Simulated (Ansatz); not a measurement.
# CaMn3S4: relaxing a made-up structure

This structure for CaMn3S4 is made up. Its elements were placed in a known structure type with a cell scaled to their sizes. What cell does the guess relax to, and how far off was it?

Program: Ansatz 0.2.0. Level of theory: DFT, PBEsol, plane-wave PAW, files of the set soft_1, scalar-relativistic, ferromagnetic start, cell and ions relaxed at zero pressure; PAW set soft_1, in the first sound run; inputs show where later runs differ. Results are calculated unless marked as measured.

In doubt: warnings of the run leave room for a lower electronic state, so energies may not be the lowest and differences between runs may mislead.

**1. The starting structure**

The structure is orthorhombic, space group Cmmm (No. 65). Conventional cell: a = 7.625 Å, b = 10.960 Å, c = 3.858 Å, α = 90.00°, β = 90.00°, γ = 90.00°. Nearest to Mn lie 6 S at 2.66 to 2.67 Å. Mn has 6 S at 2.71 to 2.74 Å nearest. Ca has 6 S at 2.77 to 2.81 Å nearest. Nearest to S lie 5 Mn at 2.67 to 2.71 Å and 1 Ca at 2.81 Å. Nearest to S lie 4 Mn at 2.66 to 2.74 Å and 2 Ca at 2.77 Å. Farther neighbours and most contacts between anions are not listed.

Structure file:

```cif
data_structure
_symmetry_space_group_name_H-M 'Cmmm'
_symmetry_Int_Tables_number 65
_cell_length_a 7.6250
_cell_length_b 10.9600
_cell_length_c 3.8580
_cell_angle_alpha 90.000
_cell_angle_beta 90.000
_cell_angle_gamma 90.000
_cell_volume 322.41
loop_
_atom_site_label
_atom_site_type_symbol
_atom_site_symmetry_multiplicity
_atom_site_Wyckoff_symbol
_atom_site_fract_x
_atom_site_fract_y
_atom_site_fract_z
_atom_site_occupancy
Mn1 Mn 2 a 0.00000 0.00000 0.00000 1
Mn2 Mn 4 f 0.25000 0.75000 0.50000 1
Ca1 Ca 2 b 0.50000 0.00000 0.00000 1
S1 S 4 i 0.50000 0.74330 0.00000 1
S2 S 4 h 0.23940 0.00000 0.50000 1
```

**2. Relaxation of the guess**

The guessed cell has no reason to be at equilibrium. It is relaxed with the atoms, within the space group of the guess.

input.yaml

```yaml
crystal:
  lattice:
    - [3.8125, -5.48, 0.0]
    - [3.8125, 5.48, 0.0]
    - [0.0, 0.0, 3.858]
  atoms:
    - { symbol: Mn, position: [0.0, 0.0, 0.0], spin: 4.0 }
    - { symbol: Mn, position: [0.5, 0.0, 0.5], spin: 4.0 }
    - { symbol: Mn, position: [0.0, 0.5, 0.5], spin: 4.0 }
    - { symbol: Ca, position: [0.5, 0.5, 0.0] }
    - { symbol: S, position: [0.7567, 0.2433, 0.0] }
    - { symbol: S, position: [0.2394, 0.2394, 0.5] }
    - { symbol: S, position: [0.7606, 0.7606, 0.5] }
    - { symbol: S, position: [0.2433, 0.7567, 0.0] }
magnetization:
  spin_polarized: true
kpoints:
  mp_grid: { grid: [5, 5, 7] }
scf:
  occupations: { method: fermi_dirac, width: 0.05 }
hamiltonian:
  xc: pbesol
  pseudopotentials: { kind: paw, azcp: { folder: soft_1 }, xc_functional: pbe }
relax:
  f_tol: 0.015
  max_steps: 70
  cell: {}
output:
  forces: true
  stress: true
```

The run is started by

```sh
> ansatz run input.yaml --threads 4 --pin off --max-ram 10240MiB --backend cpu --events-out ev --progress --plain --runs-dir out
```

Numbers of over 12 decimals in the logs are rounded to 6 here.

What it wrote:

```text
Engine: ansatz 0.2.0, aarch64-unknown-linux-gnu
Pseudopotentials: kind: paw
Pseudopotential: Mn, paw, valence charge 15, recommended cutoff 420 eV (normal), soft_1/Mn.paw.azcp
Pseudopotential: Ca, paw, valence charge 10, recommended cutoff 420 eV (normal), soft_1/Ca.paw.azcp
Pseudopotential: S, paw, valence charge 6, recommended cutoff 420 eV (normal), soft_1/S.paw.azcp
Functional definition: PBEsol
  exchange = pbesol_x
  correlation = pbesol_c
Crystal: 8 atoms, lattice volume = 161.207 Å³
Basis set: ecut = 420 eV, 3147 PW (Γ), exchange–correlation on 90×90×54 points (8 copies of the dense FFT grid, shifted against one another)
Bands: 55, of which v1, the nominal top of the filled ones, is band 40 counted from 1 (39 counted from 0)
Symmetry: 8 space group operations
Space group: Cmmm (ITA 65), of the structure as read, at distance tolerance 5.4e-5 Å
Magnetic group: BNS 65.481 (UNI 579), of the structure as read, at distance tolerance 5.4e-5 Å
k-points: 36 of 175
Non-local potential: Mn, projectors of the file, l = 0: 3, l = 1: 2, l = 2: 3, l = 3: 1
Non-local potential: Ca, projectors of the file, l = 0: 3, l = 1: 2, l = 2: 2
Non-local potential: S, projectors of the file, l = 0: 2, l = 1: 2, l = 2: 1
PAW form: soft (Blöchl's): semilocal exchange-correlation on the pseudo side does not see the compensation charge
PAW frozen core: Mn, regenerated for the run's functional, and the local potential with it (the file was generated under x = pbe(κ = 0.804, μ = 0.219515), c = pbe(β = 0.066725))
PAW frozen core: Ca, regenerated for the run's functional, and the local potential with it (the file was generated under x = pbe(κ = 0.804, μ = 0.219515), c = pbe(β = 0.066725))
PAW frozen core: S, regenerated for the run's functional, and the local potential with it (the file was generated under x = pbe(κ = 0.804, μ = 0.219515), c = pbe(β = 0.066725))
PAW one-centre angular grid: Mn, 590 points (default); XC on 64 Gauss nodes
PAW one-centre angular grid: Ca, 110 points (default); XC on 64 Gauss nodes
PAW one-centre angular grid: S, 110 points (default); XC on 64 Gauss nodes
Initial density: superposition of atomic densities (chi_scale 0.1, normalization cell, long waves kept (reshape's long-wave potential 0.03 eV rms))
Starting moments: Σ|m| = 12 μB on 3 of 8 sites
Initial wavefunctions: pseudopotential atomic-orbital guess
Functional: x = pbesol(κ = 0.804, μ = 0.123457), c = pbesol(β = 0.046)
SCF iter   1: F=—  HF=-16945.629033 eV  |F-HF|=—  |Δ(HF+E_count)|=         —  Δρ=6.82e-2 (↑6.82e-2 ↓2.12e-2)  dr2=9.83e0  dr2_m=1.91e0  M=14.019 μB ∫|m|=14.019 μB  β_m=0.30  ethr=3.10e-3  ⟨swp⟩=10.4  Hψ=19089  notcnv=0  defer=14
Mixer restart at iter 1: flushing history
preconditioner: auto → Kerker (q_TF=auto, 2.423 Å⁻¹)  [metal: Δε(μ)=0.022 eV  Ē_g=6.473 eV  σ=0.050 eV  W_gap=0.11  n_scr=36 (ndim 8)  ℏωp=20.1 eV  f_vac=0.000  D(μ)=3.36/eV (n_scr^D=22)]
spin=Collinear: Kerker preconditioning applied to the charge; magnetization (m = ρ↑ − ρ↓) channel mixes plain (no charge-response kernel on spin).
SCF iter   2: F=—  HF=-16945.545403 eV  |F-HF|=—  |Δ(HF+E_count)|=   8.36e-2  Δρ=4.00e-2 (↑4.00e-2 ↓1.78e-2)  dr2=3.76e0  dr2_m=9.16e-1  M=14.264 μB ∫|m|=14.264 μB  β_m=0.50  ethr=3.10e-3  ⟨swp⟩=3.5  Hψ=8101  notcnv=0  defer=237
SCF iter   3: F=—  HF=-16945.616557 eV  |F-HF|=—  |Δ(HF+E_count)|=   7.12e-2  Δρ=1.41e-2 (↑1.41e-2 ↓7.87e-3)  dr2=5.94e-1  dr2_m=1.33e-1  M=14.699 μB ∫|m|=14.699 μB  β_m=0.60  ethr=3.10e-3  ⟨swp⟩=3.7  Hψ=7953  notcnv=0  defer=267
SCF iter   4: F=—  HF=-16945.578862 eV  |F-HF|=—  |Δ(HF+E_count)|=   3.77e-2  Δρ=3.57e-3 (↑3.57e-3 ↓3.08e-3)  dr2=1.25e-1  dr2_m=2.33e-3  M=14.874 μB ∫|m|=14.874 μB  β_m=0.75  ethr=7.52e-4  ⟨swp⟩=3.2  Hψ=6821  notcnv=0  defer=271
SCF iter   5: F=—  HF=-16945.569954 eV  |F-HF|=—  |Δ(HF+E_count)|=         —  Δρ=1.37e-3 (↑1.37e-3 ↓1.18e-3)  dr2=2.92e-2  dr2_m=2.41e-4  M=14.892 μB ∫|m|=14.892 μB  β_m=0.75  ethr=1.58e-4  ⟨swp⟩=2.3  Hψ=5937  notcnv=0  defer=317
Mixer restart at iter 5: flushing history
SCF iter   6: F=—  HF=-16945.565757 eV  |F-HF|=—  |Δ(HF+E_count)|=   4.20e-3  Δρ=8.81e-4 (↑8.81e-4 ↓6.79e-4)  dr2=1.20e-2  dr2_m=5.90e-5  M=14.889 μB ∫|m|=14.889 μB  β_m=0.88  ethr=3.69e-5  ⟨swp⟩=2.0  Hψ=5221  notcnv=0  defer=322
SCF iter   7: F=—  HF=-16945.565108 eV  |F-HF|=—  |Δ(HF+E_count)|=   6.49e-4  Δρ=1.04e-3 (↑1.04e-3 ↓4.55e-4)  dr2=5.19e-3  dr2_m=2.42e-4  M=14.887 μB ∫|m|=14.887 μB  β_m=0.77  ethr=1.52e-5  ⟨swp⟩=2.0  Hψ=7080  notcnv=0  defer=328
SCF iter   8: F=—  HF=-16945.563367 eV  |F-HF|=—  |Δ(HF+E_count)|=   1.74e-3  Δρ=2.64e-4 (↑2.02e-4 ↓2.64e-4)  dr2=5.88e-4  dr2_m=2.99e-5  M=14.885 μB ∫|m|=14.885 μB  β_m=0.89  ethr=6.57e-6  ⟨swp⟩=2.1  Hψ=7275  notcnv=0  defer=338
SCF iter   9: F=—  HF=-16945.563212 eV  |F-HF|=—  |Δ(HF+E_count)|=   1.55e-4  Δρ=1.10e-4 (↑9.36e-5 ↓1.10e-4)  dr2=4.90e-5  dr2_m=5.04e-6  M=14.888 μB ∫|m|=14.888 μB  β_m=0.91  ethr=7.45e-7  ⟨swp⟩=2.0  Hψ=5329  notcnv=0  defer=338
SCF iter  10: F=—  HF=-16945.563243 eV  |F-HF|=—  |Δ(HF+E_count)|=   3.09e-5  Δρ=6.80e-5 (↑6.76e-5 ↓6.80e-5)  dr2=2.46e-5  dr2_m=5.94e-7  M=14.888 μB ∫|m|=14.888 μB  β_m=0.87  ethr=6.21e-8  ⟨swp⟩=2.0  Hψ=6647  notcnv=0  defer=338
SCF iter  11: F=—  HF=-16945.563246 eV  |F-HF|=—  |Δ(HF+E_count)|=   3.84e-6  Δρ=4.11e-5 (↑4.11e-5 ↓1.40e-5)  dr2=2.65e-6  dr2_m=5.59e-7  M=14.889 μB ∫|m|=14.889 μB  β_m=0.90  ethr=3.11e-8  ⟨swp⟩=2.0  Hψ=6712  notcnv=0  defer=338
SCF iter  12: F=—  HF=-16945.563246 eV  |F-HF|=—  |Δ(HF+E_count)|=   5.79e-7  Δρ=7.88e-6 (↑7.88e-6 ↓5.93e-6)  dr2=3.58e-7  dr2_m=5.73e-9  M=14.889 μB ∫|m|=14.889 μB  β_m=0.95  ethr=3.36e-9  ⟨swp⟩=2.1  Hψ=6616  notcnv=0  defer=338
SCF iter  13: F=—  HF=-16945.563246 eV  |F-HF|=—  |Δ(HF+E_count)|=   3.45e-8  Δρ=1.76e-6 (↑1.76e-6 ↓1.46e-6)  dr2=3.01e-8  dr2_m=1.59e-9  M=14.889 μB ∫|m|=14.889 μB  β_m=0.97  ethr=4.53e-10  ⟨swp⟩=2.3  Hψ=5871  notcnv=0  defer=338
SCF iter  14: F=-16945.563246 eV  HF=-16945.563246 eV  |F-HF|=9.24e-10  |Δ(HF+E_count)|=  3.64e-10  Δρ=3.74e-7 (↑3.74e-7 ↓3.36e-7)  dr2=1.37e-9  dr2_m=7.38e-11  M=14.889 μB ∫|m|=14.889 μB  ethr=3.81e-11  ⟨swp⟩=2.1  Hψ=11850  notcnv=0
SCF 1 converged in 14 iterations: F = -16945.563246 eV  dr2 = 1.37e-9
  greatest PAW one-centre occupation: 1.000 electrons in one spin orbital (limit 2), on the Mn atom at site 0 (counted from 0), in its partial waves of l = 1
relax step   1: F+E_penalty+E_count = -16945.56324595 eV  Δ(F+E_penalty+E_count) = +0.000e0 eV  max|allowed force component| = 4.373e-1 eV/Å  Δτ_max = 0.0000 Å  P = -7.158 GPa  Ω = 161.207 Å³  (14 SCF iters, dr2 threshold 1.00e-7 eV, accepted)
[...]
Initial wavefunctions: pseudopotential atomic-orbital guess (no wavefunctions were taken with the density)
iter 1 solved again at ethr=1.02e-7 eV; its pass at ethr=3.10e-3 eV (dr2=8.09e-5 eV) is discarded
SCF iter   1: F=—  HF=-16946.106332 eV  |F-HF|=—  |Δ(HF+E_count)|=         —  Δρ=1.19e-4 (↑9.85e-5 ↓1.19e-4)  dr2=2.59e-5  dr2_m=9.96e-7  M=14.067 μB ∫|m|=14.068 μB  β_m=0.65  ethr=1.02e-7  ⟨swp⟩=4.4  Hψ=30989  notcnv=0
preconditioner: auto → Kerker (q_TF=auto, 2.021 Å⁻¹)  [metal: Δε(μ)=0.010 eV  Ē_g=9.834 eV  σ=0.050 eV  W_gap=0.05  n_scr=22 (ndim 8)  ℏωp=22.8 eV  f_vac=0.000  D(μ)=2.76/eV (n_scr^D=10)]
spin=Collinear: Kerker preconditioning applied to the charge; magnetization (m = ρ↑ − ρ↓) channel mixes plain (no charge-response kernel on spin).
SCF iter   2: F=—  HF=-16946.106342 eV  |F-HF|=—  |Δ(HF+E_count)|=   9.26e-6  Δρ=4.51e-5 (↑4.14e-5 ↓4.51e-5)  dr2=3.99e-6  dr2_m=8.00e-8  M=14.067 μB ∫|m|=14.068 μB  β_m=0.63  ethr=3.28e-8  ⟨swp⟩=2.6  Hψ=6522  notcnv=0
SCF iter   3: F=—  HF=-16946.106349 eV  |F-HF|=—  |Δ(HF+E_count)|=   6.92e-6  Δρ=1.94e-5 (↑1.13e-5 ↓1.94e-5)  dr2=9.87e-7  dr2_m=5.62e-8  M=14.067 μB ∫|m|=14.067 μB  β_m=0.63  ethr=5.05e-9  ⟨swp⟩=2.1  Hψ=5665  notcnv=0
SCF iter   4: F=—  HF=-16946.106351 eV  |F-HF|=—  |Δ(HF+E_count)|=   2.53e-6  Δρ=1.89e-5 (↑5.59e-6 ↓1.89e-5)  dr2=5.81e-7  dr2_m=1.46e-7  M=14.067 μB ∫|m|=14.067 μB  β_m=0.82  ethr=1.25e-9  ⟨swp⟩=2.3  Hψ=5910  notcnv=0
SCF iter   5: F=—  HF=-16946.106354 eV  |F-HF|=—  |Δ(HF+E_count)|=   2.89e-6  Δρ=1.26e-5 (↑7.85e-6 ↓1.26e-5)  dr2=2.25e-7  dr2_m=1.16e-7  M=14.066 μB ∫|m|=14.067 μB  β_m=0.91  ethr=7.36e-10  ⟨swp⟩=2.0  Hψ=5523  notcnv=0
SCF iter   6: F=—  HF=-16946.106355 eV  |F-HF|=—  |Δ(HF+E_count)|=   6.40e-7  Δρ=4.17e-6 (↑4.17e-6 ↓2.48e-6)  dr2=5.06e-8  dr2_m=3.33e-9  M=14.066 μB ∫|m|=14.066 μB  β_m=0.81  ethr=2.85e-10  ⟨swp⟩=2.0  Hψ=5658  notcnv=0
SCF iter   7: F=—  HF=-16946.106355 eV  |F-HF|=—  |Δ(HF+E_count)|=   1.57e-8  Δρ=1.42e-6 (↑1.42e-6 ↓8.24e-7)  dr2=7.39e-9  dr2_m=6.04e-10  M=14.066 μB ∫|m|=14.066 μB  β_m=0.74  ethr=6.41e-11  ⟨swp⟩=2.0  Hψ=6686  notcnv=0
SCF iter   8: F=—  HF=-16946.106355 eV  |F-HF|=—  |Δ(HF+E_count)|=   6.63e-9  Δρ=4.83e-7 (↑4.83e-7 ↓4.68e-7)  dr2=1.45e-9  dr2_m=3.72e-11  M=14.066 μB ∫|m|=14.066 μB  β_m=0.87  ethr=9.36e-12  ⟨swp⟩=2.0  Hψ=6645  notcnv=0
SCF iter   9: F=—  HF=-16946.106355 eV  |F-HF|=—  |Δ(HF+E_count)|=   2.23e-9  Δρ=8.97e-8 (↑5.68e-8 ↓8.97e-8)  dr2=3.41e-11  dr2_m=2.72e-12  M=14.066 μB ∫|m|=14.066 μB  β_m=0.94  ethr=1.83e-12  ⟨swp⟩=2.0  Hψ=6197  notcnv=0
SCF iter  10: F=—  HF=-16946.106355 eV  |F-HF|=—  |Δ(HF+E_count)|=  7.64e-11  Δρ=5.96e-8 (↑4.31e-8 ↓5.96e-8)  dr2=2.21e-11  dr2_m=1.17e-12  M=14.066 μB ∫|m|=14.066 μB  β_m=0.97  ethr=1.00e-12  ⟨swp⟩=1.0  Hψ=3962  notcnv=0
SCF iter  11: F=-16946.106355 eV  HF=-16946.106355 eV  |F-HF|=2.18e-11  |Δ(HF+E_count)|=  7.28e-12  Δρ=7.37e-8 (↑7.37e-8 ↓5.82e-8)  dr2=2.39e-11  dr2_m=6.43e-13  M=14.066 μB ∫|m|=14.066 μB  ethr=1.00e-12  ⟨swp⟩=3.0  Hψ=12288  notcnv=0
SCF 6 converged in 11 iterations: F = -16946.106355 eV  dr2 = 2.39e-11
relax step   6: F+E_penalty+E_count = -16946.10635463 eV  Δ(F+E_penalty+E_count) = +7.065e-3 eV  max|allowed force component| = 4.237e-3 eV/Å  Δτ_max = 0.0000 Å  P = +0.004 GPa  Ω = 140.226 Å³  stress off target by 2.93e-2 GPa  SCF on the basis re-selected at this cell (its energy is not comparable with the rows above)  (11 SCF iters)
basis re-selected at this cell: Δ(F+E_penalty+E_count) = +7.065e-3 eV, ΔP = +0.009 GPa vs the last step (what re-selecting the basis moved, of the pressure what is left beyond the Pulay correction that the steps carried, after the strain that the cell walked since its last selection, with what the two solves' SCF thresholds leave and, on support functions, any second-order correction that the steps lacked; it is no measure of the basis error at this ecutwfc). The dense FFT grid was sized anew with the basis: this SCF ran on 45×45×25 points, the steps before it on 45×45×27, so part of this shift can come from that change (see relax.cell in the input reference). [rest of the remark cut]
WARN: an SCF from ferrimagnetic starting moments (-4.24, 4.19, 4.19, 0.00, 0.00, 0.00, 0.00, 0.00 Bohr magnetons, atom by atom) was not made, by what the run has read of turns of its moments that order reads lower: the deck asks for what bars it, or types moments that do (magnetization.spin_polarized, in the input reference, names some of the keys), or the run goes by scf.lower_state_search: light, the default, which as a rule tries one only behind a close that has lost an order of both signs, or on which an open d or half-filled 4f shell of a PAW file has lost a moment that was set nearer to Hund's than to what is left; [rest of the remark cut]
SCF converged after 11 iterations
Magnetization: 14.0660 μB (46.5330 up, 32.4670 down)
Absolute magnetization: 14.0663 μB (∫|ρ↑−ρ↓|, with the PAW one-centre terms)
Spin contamination: 0.1087 ħ² per cell (⟨S²⟩ above its minimum at these occupations)
Per-site moments (μB) at R_I (Å): [(4.091527, 1.029354), (4.112775, 1.070973), (4.112775, 1.070973), (0.038744, 1.109755), (0.129528, 1.029354), (0.124684, 1.034363), (0.124684, 1.034363), (0.129528, 1.029354)]
Free energy (F): -16946.106355 eV
Harris-Foulkes:  -16946.106355 eV  (|F-HF|=2.18e-11)
Internal energy: -16946.083171 eV  (E = F + TS)
E sigma→0 (E₀):  -16946.094763 eV
Entropy (-TS):   -0.023184 eV (-2.898 meV/atom)
Fermi energy:    10.364812 eV
--- Per-component energies (eV) ---
  E_band       = -969.157711
  E_kinetic    = 1623.368937
  E_local      = -8960.010518  (includes V_loc(G=0)·N_el)
  E_nonlocal   = 1635.117381
  E_hartree    = 3406.526824
  E_xc         = -800.057241
  E_vxc        = -900.844350  (∫ρ·V_xc dr)
  E_paw        = -7121.119811  (= ΣΔE_a)
  E_vpaw       = -1179.843011  (= ΣTr[D̂ρ^β])
  E_aug_tail   = 0.000279  (compensation charges beyond the density's cutoff)
  E_ewald      = -6730.784566
  E_core_change = 0.875544  (= ΣΔE_core)
  E_smearing   = -0.023184  (= −TS)
  E_closure    = -0.000000  (closes the sum)
  Σ components = -16946.106355   (vs F -16946.106355, Δ=0.00e0)
--- Forces (eV/Å), atoms counted from 1 ---
  atom   1  Mn    -0.00000000    -0.00000000     0.00000000
  atom   2  Mn    -0.00000000    -0.00000000     0.00000000
  atom   3  Mn     0.00000000    -0.00000000     0.00000000
  atom   4  Ca     0.00000000     0.00000000     0.00000000
  atom   5  S      0.00000000    -0.00152833     0.00000000
  atom   6  S      0.00423695    -0.00000000    -0.00000000
  atom   7  S     -0.00423695     0.00000000     0.00000000
  atom   8  S     -0.00000000     0.00152833    -0.00000000
  max |Σ_I F_I| component: 4.34e-19 eV/Å
--- Stress (GPa, compression-positive) ---
       -0.007038       0.000000       0.000000
        0.000000       0.029316      -0.000000
        0.000000      -0.000000      -0.010629
  P = ⅓ Tr σ = 0.0039 GPa (0.039 kbar)
--- Relaxed structure (5 steps of the walk, 5 accepted, 1 SCFs on fresh bases) ---
  F+E_penalty+E_count = -16946.10635463 eV   max|allowed force component| = 4.237e-3 eV/Å   (the final SCF, on the basis selected at the relaxed cell)
  cell:  # Å, volume = 140.2256 Å³
    - [3.670328, -5.185718, 3.007980404598546e-17]
    - [3.670328, 5.185718, -3.007980404598546e-17]
    - [0, -2.117662116960071e-17, 3.683695]
  atoms:
    - { symbol: Mn, position: [2.5285509562932084e-19, 1.7371625092234973e-19, 0] }
    - { symbol: Mn, position: [0.5, -2.6734664794276246e-17, 0.500000] }
    - { symbol: Mn, position: [-2.877648643698158e-17, 0.5, 0.500000] }
    - { symbol: Ca, position: [0.500000, 0.500000, 0] }
    - { symbol: S, position: [0.759397, 0.240603, -4.2524246945688724e-19] }
    - { symbol: S, position: [0.231803, 0.231803, 0.500000] }
    - { symbol: S, position: [0.768197, 0.768197, 0.500000] }
    - { symbol: S, position: [0.240603, 0.759397, 4.2524246945688724e-19] }
```

The job ended after 81 s (4 threads of Arm Neoverse V1, shared host; peak memory 0.82 GiB; 5.2 min of CPU time).

The steps of the relaxation:

| step | energy less that of the first step (eV) | largest force component (eV/Å) | pressure (GPa) | volume (Å³) |
| --- | --- | --- | --- | --- |
| 1 | 0.0000 | 0.4373 | -7.16 | 161.21 |
| 2 | -0.5466 | 0.1172 | -0.33 | 141.02 |
| 3 | -0.5494 | 0.0711 | -0.02 | 140.22 |
| 4 | -0.5502 | 0.0055 | 0.04 | 140.14 |
| 5 | -0.5502 | 0.0031 | -0.01 | 140.23 |
| 6* | -0.5431 | 0.0042 | 0.00 | 140.23 |

Relaxation steps marked * repeat the geometry before them on a plane-wave basis chosen anew for their cell, so energy and pressure can jump there.

The run keeps the 8 symmetry operations that it works with, so distortions that break them were not tested.

| conventional cell, symmetrised | before | after | change |
| --- | --- | --- | --- |
| a (Å) | 7.625 | 7.341 | -3.7 % |
| b (Å) | 10.960 | 10.371 | -5.4 % |
| c (Å) | 3.858 | 3.684 | -4.5 % |
| volume (Å³/atom) | 20.15 | 17.53 | -13.0 % |

The atoms that moved most (Å, as changes of fractional coordinates times the final cell):

| atom | dx | dy | dz | length |
| --- | --- | --- | --- | --- |
| S7 | 0.056 | 0.000 | 0.000 | 0.056 |
| S6 | -0.056 | 0.000 | 0.000 | 0.056 |
| S8 | 0.000 | 0.028 | 0.000 | 0.028 |
| S5 | 0.000 | -0.028 | 0.000 | 0.028 |

This step gave:

```
free energy             : -16946.1064 eV
energy at zero smearing : -16946.0948 eV
smearing term TS        : 0.02318 eV
Fermi energy            : 10.36 eV
magnetization           : 14.07 μB
absolute magnetization  : 14.07 μB
site moments            : 4.092, 4.113, 4.113, 0.03874, 0.1295, 0.1247, 0.1247, 0.1295 μB
electrons               : 79
symmetry operations     : 8
pressure                : 0.003883 GPa
```

Site moment by atom:

| atom | site moment (μB) |
| --- | --- |
| Mn1 | 4.09 |
| Mn2 | 4.11 |
| Mn3 | 4.11 |
| Ca4 | 0.04 |
| S5 | 0.13 |
| S6 | 0.12 |
| S7 | 0.12 |
| S8 | 0.13 |

The shortest distance of each pair, which need not be the same contact before and after:

| pair | guess (Å) | relaxed (Å) |
| --- | --- | --- |
| Mn–S | 2.656 | 2.495 |
| Ca–S | 2.769 | 2.690 |
| S–S | 3.651 | 3.403 |
| Ca–Mn | 3.812 | 3.670 |
| Mn–Mn | 3.812 | 3.670 |

The relaxation ends with a largest force component of 0.0042 eV/Å and a pressure of 0.00 GPa.

(Part 1 of 2 ends here.)

[Logs are printed without paths, hosts, clocks, repeated set-up lines and the standing remarks that a program may print on its own settings, such as how far it seeks lower states.]

[Hosts, paths, dates, database ids (printed as entryN), source tags and the programs' standing remarks are cut or masked in the printed files.]
